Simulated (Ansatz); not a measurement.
# K (Im-3m): a volume series of phonon spectra, part 2 of 3

Wanted: mode Grüneisen parameters of K and a free-energy fit over volumes.

Measurements to reproduce:
- heat capacity C_P per formula unit 29.4 J/mol/K near room temperature (given in “High-Throughput Prediction of Finite-Temperature Properties using the Quasi-Harmonic Approximation”, 2016, arXiv:1603.06924)

Ansatz 0.2.0; DFT PBEsol, scalar-relativistic, plane waves, PAW.

So far. Step 2 (A first coarse run): The start is under 0.0082 GPa at this level and looks like a metal on this mesh. Step 4 (Relaxing to small residual forces and stress): The residual pressure is -2.9e-5 GPa, small enough for phonons.

The database entry behind the starting cell lists a temperature near 5 K, so it need not match the best structure at ambient conditions.

### 5. Phonons, V/V0 1

The same q-mesh and k-mesh are kept at every volume, so that much of their error can cancel in the differences.

File input.yaml:

```yaml
crystal:
  lattice:
    - [-2.6074342262, 2.6074342262, 2.6074342262]
    - [2.6074342262, -2.6074342262, 2.6074342262]
    - [2.6074342262, 2.6074342262, -2.6074342262]
  atoms:
    - { symbol: K, position: [0.0, 0.0, 0.0] }
kpoints:
  mp_grid: { grid: [12, 12, 12] }
hamiltonian:
  xc: pbesol
scf:
  occupations: { method: methfessel_paxton, width: 0.2 }
output:
  eigenvalues: true
phonons:
  method: dfpt
  qmesh: [4, 4, 4]
  temperatures: { t_max: 1000, t_step: 50 }
  qpath:
    path:
      - [[0.0, 0.0, 0.0], [0.5, -0.5, 0.5], [0.0, 0.0, 0.5], [0.0, 0.0, 0.0], [0.25, 0.25, 0.25], [0.5, -0.5, 0.5]]
      - [[0.25, 0.25, 0.25], [0.0, 0.0, 0.5]]
    npoints: 10
```

Run with:

```console
> ansatz run input.yaml --threads 4 --pin off --max-ram 8192MiB --backend cpu --events-out ev --progress --plain --runs-dir out
```

Numbers of over 12 decimals in the logs are rounded to 6 here.

Log:

```text
[...]
Crystal: 1 atoms, lattice volume = 70.909 Å³
Basis set: ecut = 420 eV, 1409 PW (Γ), exchange–correlation on 64×64×64 points (8 copies of the dense FFT grid, shifted against one another)
Bands: 9, of which v1, the nominal top of the filled ones, is band 5 counted from 1 (4 counted from 0)
Symmetry: 48 space group operations
k-points: 72 of 1728
[...]
SCF iter   1: F=—  HF=-1516.027860 eV  |F-HF|=—  |Δ(HF+E_count)|=         —  Δρ=1.25e-3  dr2=6.17e-4  ethr=1.77e-3  ⟨swp⟩=5.0  Hψ=4575  notcnv=0
[...]
SCF iter   8: F=-1516.027459 eV  HF=-1516.027459 eV  |F-HF|=4.55e-13  |Δ(HF+E_count)|=  1.96e-11  S|Δr|=    0.00e0  Δρ=4.05e-8  dr2=1.71e-12  ethr=1.00e-12  ⟨swp⟩=5.0  Hψ=2181  notcnv=0
SCF 1 converged in 8 iterations: F = -1516.027459 eV  dr2 = 1.71e-12
[...]
NSCF: frozen V_eff on 72 k-points
[...]
DFPT response loops at q = (0, 0, 0) (fractional): preconditioner auto → Kerker (q_TF=auto, 1.934 Å⁻¹) (partly filled bands, converged f_vac=0.000); β = 1.00, the filter's whole step (`scf.mixing.beta` (0.50) is not read by the response loops under this deck's `scf.mixing.preconditioner`; to damp them name `kerker` or `kerker_dos`, under which they read `scf.mixing.beta`, and type it under 1.00, their step now; both keys bind the ground state too); Broyden in place of MSR1
[...]
SCF converged after 8 iterations
[...]
Free energy (F): -1516.027459 eV
[...]
Internal energy: -1516.026206 eV  (E = F + TS)
E sigma→0 (E₀):  -1516.027146 eV
Entropy (-TS):   -0.001253 eV (-1.253 meV/atom)
Fermi energy:    1.851167 eV
[...]
--- Band table (eV; the first three rows and the last of 72) ---
[...]
--- Phonons (Γ-DFPT): 1 representative perturbation + reference (Σ response iterations 3) ---
  ASR residual: 5.189e-7 → 0.000e0 eV/Å²; symmetrization residual: 2.937e-13 eV/Å²
  ASR residual per site (eV/Å²): 5.19e-7
  Γ frequencies (cm⁻¹): 0.00 0.00 0.00
--- Phonons (arbitrary-q DFPT): 8 irreducible q on the 4×4×4 mesh ---
  q = [0.0000, 0.0000, 0.0000] (star 1, of the zone-centre solve; hermiticity 3.03e-8, symmetrization 5.66e-7): -0.00 0.00 0.00
  q = [0.0000, 0.0000, 0.2500] (star 12, 2 solved perturbations in 1446 linear systems a pass and spin channel, the states on 936 of 1728 k-point pairs; hermiticity 2.57e-12, symmetrization 5.61e-13): 12.19 35.92 55.08
[...]
q = [0.2500, 0.2500, 0.2500] (star 2, 1 solved perturbation on 262 of 1728 k-point pairs; hermiticity 1.59e-12, symmetrization 1.57e-12): 59.77 59.77 59.77
[...]
sum rule: each row above includes the acoustic sum rule's correction from the zone centre's row sums; it moved no ω² by more than (0.06 cm⁻¹)²
  mesh force constants: q→R imaginary residual 0.00e0; ASR residual 5.189e-7 → 0.000e0 eV/Å²; symmetrization residual 1.110e-16 eV/Å²
  interpolated dispersion: 62 rows × 3 modes
  density of states and harmonic sums: on the 20×20×20 q-mesh, interpolated from the force constants of a 4×4×4 supercell (no non-analytic term)
  largest difference from the sums on the solved wave vectors: F 9.40e-3 eV, S 1.34e-5 and C_V 4.01e-6 eV/K
  zero-point energy: 0.009577 eV/cell   skipped modes (ω ≤ 0): 3   left out of the sums: 1.25e-4 of the cell's modes: C_V's classical limit lies that fraction below 3 k_B per atom; for a crystal, a wire or a layer, F and S can be off by more, and a phonons.interpolated_qmesh denser along its periods is the remedy for the sampling
```

The job ended after 82 s (4 threads of Arm Neoverse V1, shared host; peak memory 2.4 GiB; 5.3 min of CPU time).

This step gave:

```yaml
gamma_frequencies: 0, 0, 0 cm⁻¹ (negative: imaginary)
lowest_frequency_on_the_path: 0 cm⁻¹
zero_point_energy: 0.009577 eV/cell
highest_frequency: 78.84 cm⁻¹
debye_temperature_from_the_second_moment: 102 K
```

No LO-TO term. The phonon branches at the labelled points (cm⁻¹):

```
    point  branch 1  branch 2  branch 3
        Γ         0         0         0
  halfway        52        52        56
        H        75        75        75
  halfway        52        64        76
        N        17        51        79
  halfway        12        36        55
        Γ         0         0         0
  halfway        32        32        64
        P        60        60        60
  halfway        40        72        72
        H        75        75        75
jump to P        60        60        60
  halfway        36        56        75
        N        17        51        79
```

The phonon branches as a text plot (rows in cm⁻¹):

```
     77 |               *******                               ***
     74 |          *****       *                      *****  *
     71 |         *   **        *           ***     **      *
     67 |        *      *                      *  **    *
     64 |              * *                 *     *         *
     61 |       *       * *                     *      *   *
     57 |                                                   **
     54 |     **           *     *        *    *           *  *
     51 |     **         *  ***               *  *    *        **
     48 |    *                 *                            *
     44 |    *            *     * *      *   *
     41 |                                         *  *       *
     38 |   *                               *
     34 |                        * *               **
     31 |   *                     *     *  *                  *
     28 |                  *
     25 |  *                        *     *
     21 |  *                       *                           *
     18 |                   ***          *                      *
     15 | *                    **   *  *
     11 | *                      **  *  *
      8 |                          * *
      5 |                           *  *
      2 |*                           **
         Γ           H       N        Γ         P        H|P    N
```

Tetrahedra on 20 20 20, mean over bins of 1 cm⁻¹. Table of phonon density of states by wavenumber; read off at these points:

```
wavenumber (cm⁻¹)  phonon density of states (1/cm⁻¹/cell)
              0.5                                  3.0e-5
              2.5                                  3.2e-4
              4.5                                  6.0e-4
              6.5                                 0.00129
              8.5                                 0.00273
             11.5                                 0.00606
             13.5                                 0.00859
             15.5                                  0.0120
             17.5                                  0.0204
             19.5                                  0.0245
             21.5                                  0.0275
             23.5                                  0.0308
             25.5                                  0.0340
             27.5                                  0.0381
             30.5                                  0.0452
             32.5                                  0.0513
             33.5                                  0.0526
             34.5                                  0.0443
             36.5                                  0.0386
             38.5                                  0.0365
             40.5                                  0.0356
             42.5                                  0.0354
             44.5                                  0.0367
             46.5                                  0.0390
             48.5                                  0.0430
             51.5                                  0.0593
             53.5                                  0.0564
             55.5                                  0.0542
             57.5                                  0.0530
             59.5                                  0.0505
             61.5                                  0.0466
             63.5                                  0.0447
             65.5                                  0.0455
             67.5                                  0.0479
             70.5                                  0.0615
             72.5                                  0.0978
             74.5                                   0.132
             76.5                                  0.0593
             78.5                                  0.0137
```

Harmonic. Thermo, by row:

```
T (K)  F_vib (meV/atom)  S (J/mol-atom/K)  C_V (J/mol-atom/K)
    0              9.58                 0                   0
   50               5.3              19.6               20.55
  100             -9.26             35.14                23.7
  150            -30.15             44.91               24.38
  200            -55.34             51.96               24.62
  250            -83.74             57.47               24.74
  300            -114.7             61.98                24.8
  350            -147.9             65.81               24.84
  400            -182.8             69.12               24.86
  450            -219.4             72.05               24.88
  500            -257.5             74.67               24.89
  550            -296.8             77.05                24.9
  600            -337.3             79.21               24.91
  650            -378.9             81.21               24.91
  700            -421.4             83.05               24.91
  750            -464.9             84.77               24.92
  800            -509.3             86.38               24.92
  850            -554.4             87.89               24.92
  900            -600.4             89.32               24.92
  950              -647             90.67               24.93
 1000            -694.3             91.94               24.93
```

Phonopy on the run's constants, 15x15x15 mesh, Gaussian sigma 2.0 cm⁻¹. Modes, K against wavenumber; read off at these points:

wavenumber (cm⁻¹), modes, K (1/cm⁻¹/cell) and a bar:
```
    -5.00     0.0000 
    -2.50     0.0001 
     0.00     0.0004 
     2.50     0.0008 
     5.00     0.0011 
     7.50     0.0020 #
    10.00     0.0042 #
    12.50     0.0077 ##
    15.00     0.0142 #####
    17.50     0.0206 #######
    20.00     0.0241 ########
    22.50     0.0266 ########
    25.00     0.0342 ###########
    27.50     0.0373 ############
    30.00     0.0455 ###############
    31.20     0.0490 ################
    32.50     0.0473 ###############
    35.00     0.0403 #############
    37.50     0.0399 #############
    40.00     0.0360 ############
    42.50     0.0353 ###########
    45.00     0.0378 ############
    47.50     0.0433 ##############
    50.00     0.0499 ################
    52.50     0.0533 #################
    55.00     0.0555 ##################
    57.50     0.0538 #################
    60.00     0.0467 ###############
    62.50     0.0464 ###############
    65.00     0.0472 ###############
    67.50     0.0499 ################
    70.00     0.0656 #####################
    72.50     0.0894 #############################
    73.70     0.0940 ##############################
    75.00     0.0861 ###########################
    77.50     0.0444 ##############
    80.00     0.0113 ####
    82.50     0.0010 
    85.00     0.0000 
    87.50     0.0000
```

No mode is imaginary beyond numerical noise at the solved wavevectors.

### 6. A cell at another volume, V/V0 1.015

Symmetry fixes every atom, so a single point at the scaled cell gives the energy and pressure of this member.

input.yaml, the sections that differ from step 5:

```yaml
crystal:
  lattice:
    - [-2.6204067493, 2.6204067493, 2.6204067493]
    - [2.6204067493, -2.6204067493, 2.6204067493]
    - [2.6204067493, 2.6204067493, -2.6204067493]
  atoms:
    - { symbol: K, position: [0.0, 0.0, 0.0] }
output:
  forces: true
  stress: true
  eigenvalues: true
# kpoints, hamiltonian, scf: as in step 5
# phonons: removed
```

Log:

```text
[...]
Crystal: 1 atoms, lattice volume = 71.972 Å³
Basis set: ecut = 420 eV, 1433 PW (Γ), exchange–correlation on 64×64×64 points (8 copies of the dense FFT grid, shifted against one another)
Bands: 9, of which v1, the nominal top of the filled ones, is band 5 counted from 1 (4 counted from 0)
Symmetry: 48 space group operations
[...]
k-points: 72 of 1728
[...]
SCF iter   1: F=—  HF=-1516.027683 eV  |F-HF|=—  |Δ(HF+E_count)|=         —  Δρ=1.22e-3  dr2=5.86e-4  ethr=1.77e-3  ⟨swp⟩=5.0  Hψ=4556  notcnv=0
[...]
SCF iter   5: F=-1516.027278 eV  HF=-1516.027278 eV  |F-HF|=8.78e-9  |Δ(HF+E_count)|=   4.76e-7  S|Δr|=    0.00e0  Δρ=3.22e-6  dr2=5.43e-9  ethr=1.11e-9  ⟨swp⟩=5.8  Hψ=3593  notcnv=0
SCF 1 converged in 5 iterations: F = -1516.027278 eV  dr2 = 5.43e-9
[...]
SCF converged after 5 iterations
[...]
Free energy (F): -1516.027278 eV
[...]
Internal energy: -1516.026032 eV  (E = F + TS)
E sigma→0 (E₀):  -1516.026966 eV
Entropy (-TS):   -0.001246 eV (-1.246 meV/atom)
Fermi energy:    1.790029 eV
[...]
--- Stress (GPa, compression-positive) ---
       -0.053988       0.000000      -0.000000
       -0.000000      -0.053988      -0.000000
       -0.000000      -0.000000      -0.053988
  P = ⅓ Tr σ = -0.0540 GPa (-0.540 kbar)
--- Band table (eV; the first three rows and the last of 72) ---
[...]
```

The job ended after 0.74 s (4 threads; peak memory 0.36 GiB).

This step gave:

```yaml
pressure: -0.05399 GPa
volume_per_atom: 71.97 Å³
```

The run ends at a pressure of -0.05 GPa.

### 7. Phonons, V/V0 1.015

Phonons at this volume give one point of F(V, T); meshes stay fixed along the series.

input.yaml, the sections that differ from step 6:

```yaml
output:
  eigenvalues: true
phonons:
  method: dfpt
  qmesh: [4, 4, 4]
  temperatures: { t_max: 1000, t_step: 50 }
  qpath:
    path:
      - [[0.0, 0.0, 0.0], [0.5, -0.5, 0.5], [0.0, 0.0, 0.5], [0.0, 0.0, 0.0], [0.25, 0.25, 0.25], [0.5, -0.5, 0.5]]
      - [[0.25, 0.25, 0.25], [0.0, 0.0, 0.5]]
    npoints: 10
# crystal, kpoints, hamiltonian, scf: as in step 6
```

Log:

```text
[...]
Crystal: 1 atoms, lattice volume = 71.972 Å³
Basis set: ecut = 420 eV, 1433 PW (Γ), exchange–correlation on 64×64×64 points (8 copies of the dense FFT grid, shifted against one another)
Bands: 9, of which v1, the nominal top of the filled ones, is band 5 counted from 1 (4 counted from 0)
Symmetry: 48 space group operations
k-points: 72 of 1728
[...]
E sigma→0 (E₀):  -1516.026966 eV
Entropy (-TS):   -0.001246 eV (-1.246 meV/atom)
Fermi energy:    1.789988 eV
[...]
--- Band table (eV; the first three rows and the last of 72) ---
[...]
ASR residual: 2.110e-6 → 0.000e0 eV/Å²; symmetrization residual: 2.463e-13 eV/Å²
  ASR residual per site (eV/Å²): 2.11e-6
  Γ frequencies (cm⁻¹): 0.00 0.00 0.00
--- Phonons (arbitrary-q DFPT): 8 irreducible q on the 4×4×4 mesh ---
[...]
interpolated dispersion: 62 rows × 3 modes
[...]
[key lines of the parts left out:]
SCF converged after 8 iterations
Free energy (F): -1516.027278 eV
```

Elapsed: 82 s, on 4 threads; peak memory 2.4 GiB.

No mode is imaginary beyond numerical noise at the solved wavevectors.

### 8. Single point at a scaled cell, V/V0 0.985

Symmetry fixes every atom, so a single point at the scaled cell gives the energy and pressure of this member.

The cell differs from the one that the last finished run ended in (a 4.539 → 4.494 Å, b 4.539 → 4.494 Å, c 4.539 → 4.494 Å).

input.yaml, the sections that differ from step 7:

```yaml
crystal:
  lattice:
    - [-2.5943313205, 2.5943313205, 2.5943313205]
    - [2.5943313205, -2.5943313205, 2.5943313205]
    - [2.5943313205, 2.5943313205, -2.5943313205]
  atoms:
    - { symbol: K, position: [0.0, 0.0, 0.0] }
output:
  forces: true
  stress: true
  eigenvalues: true
# kpoints, hamiltonian, scf: as in step 7
# phonons: removed
```

Log:

```text
[...]
Crystal: 1 atoms, lattice volume = 69.845 Å³
Basis set: ecut = 420 eV, 1409 PW (Γ), exchange–correlation on 64×64×64 points (8 copies of the dense FFT grid, shifted against one another)
Bands: 9, of which v1, the nominal top of the filled ones, is band 5 counted from 1 (4 counted from 0)
Symmetry: 48 space group operations
[...]
k-points: 72 of 1728
[...]
Internal energy: -1516.026009 eV  (E = F + TS)
E sigma→0 (E₀):  -1516.026954 eV
Entropy (-TS):   -0.001260 eV (-1.260 meV/atom)
Fermi energy:    1.914366 eV
[...]
--- Stress (GPa, compression-positive) ---
        0.057876       0.000000       0.000000
       -0.000000       0.057876       0.000000
       -0.000000       0.000000       0.057876
  P = ⅓ Tr σ = 0.0579 GPa (0.579 kbar)
--- Band table (eV; the first three rows and the last of 72) ---
[...]
[key lines of the parts left out:]
SCF converged after 5 iterations
Free energy (F): -1516.027269 eV
```

Run time: 0.75 s. Hardware: 4 threads; peak memory 0.35 GiB.

The run ends at a pressure of 0.06 GPa.

### 9. Phonons, V/V0 0.985

The same q-mesh and k-mesh are kept at every volume, so that much of their error can cancel in the differences.

input.yaml, the sections that differ from step 8:

```yaml
output:
  eigenvalues: true
phonons:
  method: dfpt
  qmesh: [4, 4, 4]
  temperatures: { t_max: 1000, t_step: 50 }
  qpath:
    path:
      - [[0.0, 0.0, 0.0], [0.5, -0.5, 0.5], [0.0, 0.0, 0.5], [0.0, 0.0, 0.0], [0.25, 0.25, 0.25], [0.5, -0.5, 0.5]]
      - [[0.25, 0.25, 0.25], [0.0, 0.0, 0.5]]
    npoints: 10
# crystal, kpoints, hamiltonian, scf: as in step 8
```

Log:

```text
[...]
Crystal: 1 atoms, lattice volume = 69.845 Å³
Basis set: ecut = 420 eV, 1409 PW (Γ), exchange–correlation on 64×64×64 points (8 copies of the dense FFT grid, shifted against one another)
Bands: 9, of which v1, the nominal top of the filled ones, is band 5 counted from 1 (4 counted from 0)
Symmetry: 48 space group operations
k-points: 72 of 1728
[...]
E sigma→0 (E₀):  -1516.026954 eV
Entropy (-TS):   -0.001260 eV (-1.260 meV/atom)
Fermi energy:    1.914330 eV
[...]
--- Band table (eV; the first three rows and the last of 72) ---
[...]
ASR residual: 7.760e-6 → 0.000e0 eV/Å²; symmetrization residual: 1.493e-13 eV/Å²
  ASR residual per site (eV/Å²): 7.76e-6
  Γ frequencies (cm⁻¹): 0.00 0.00 0.00
--- Phonons (arbitrary-q DFPT): 8 irreducible q on the 4×4×4 mesh ---
[...]
interpolated dispersion: 62 rows × 3 modes
[...]
[key lines of the parts left out:]
SCF converged after 8 iterations
Free energy (F): -1516.027269 eV
```

It took 81 s on 4 threads; peak memory 2.3 GiB; 5.3 min of CPU time.

No mode is imaginary beyond numerical noise at the solved wavevectors.

### 10. A cell at another volume, V/V0 1.03

Symmetry fixes every atom, so a single point at the scaled cell gives the energy and pressure of this member.

The cell differs from the one that the last finished run ended in (a 4.494 → 4.561 Å, b 4.494 → 4.561 Å, c 4.494 → 4.561 Å).

input.yaml, the sections that differ from step 9:

```yaml
crystal:
  lattice:
    - [-2.6332520857, 2.6332520857, 2.6332520857]
    - [2.6332520857, -2.6332520857, 2.6332520857]
    - [2.6332520857, 2.6332520857, -2.6332520857]
  atoms:
    - { symbol: K, position: [0.0, 0.0, 0.0] }
output:
  forces: true
  stress: true
  eigenvalues: true
# kpoints, hamiltonian, scf: as in step 9
# phonons: removed
```

Log:

```text
[...]
Crystal: 1 atoms, lattice volume = 73.036 Å³
Basis set: ecut = 420 eV, 1433 PW (Γ), exchange–correlation on 64×64×64 points (8 copies of the dense FFT grid, shifted against one another)
Bands: 9, of which v1, the nominal top of the filled ones, is band 5 counted from 1 (4 counted from 0)
Symmetry: 48 space group operations
[...]
k-points: 72 of 1728
[...]
Internal energy: -1516.025513 eV  (E = F + TS)
E sigma→0 (E₀):  -1516.026441 eV
Entropy (-TS):   -0.001238 eV (-1.238 meV/atom)
Fermi energy:    1.730744 eV
[...]
--- Stress (GPa, compression-positive) ---
       -0.104232       0.000000      -0.000000
        0.000000      -0.104232      -0.000000
       -0.000000       0.000000      -0.104232
  P = ⅓ Tr σ = -0.1042 GPa (-1.042 kbar)
--- Band table (eV; the first three rows and the last of 72) ---
[...]
[key lines of the parts left out:]
SCF converged after 5 iterations
Free energy (F): -1516.026751 eV
```

The job ended after 0.74 s (4 threads; peak memory 0.36 GiB; 2.3 s of CPU time).

The run ends at a pressure of -0.10 GPa.

(Continued in part 3 of 3.)

[Logs are printed without paths, hosts, clocks, repeated set-up lines and the standing remarks that a program may print on its own settings, such as how far it seeks lower states.]

[Hosts, paths, dates, database ids (printed as entryN), source tags and the programs' standing remarks are cut or masked in the printed files.]

[A step with changed settings may run another functional than the one named; its input shows which.]


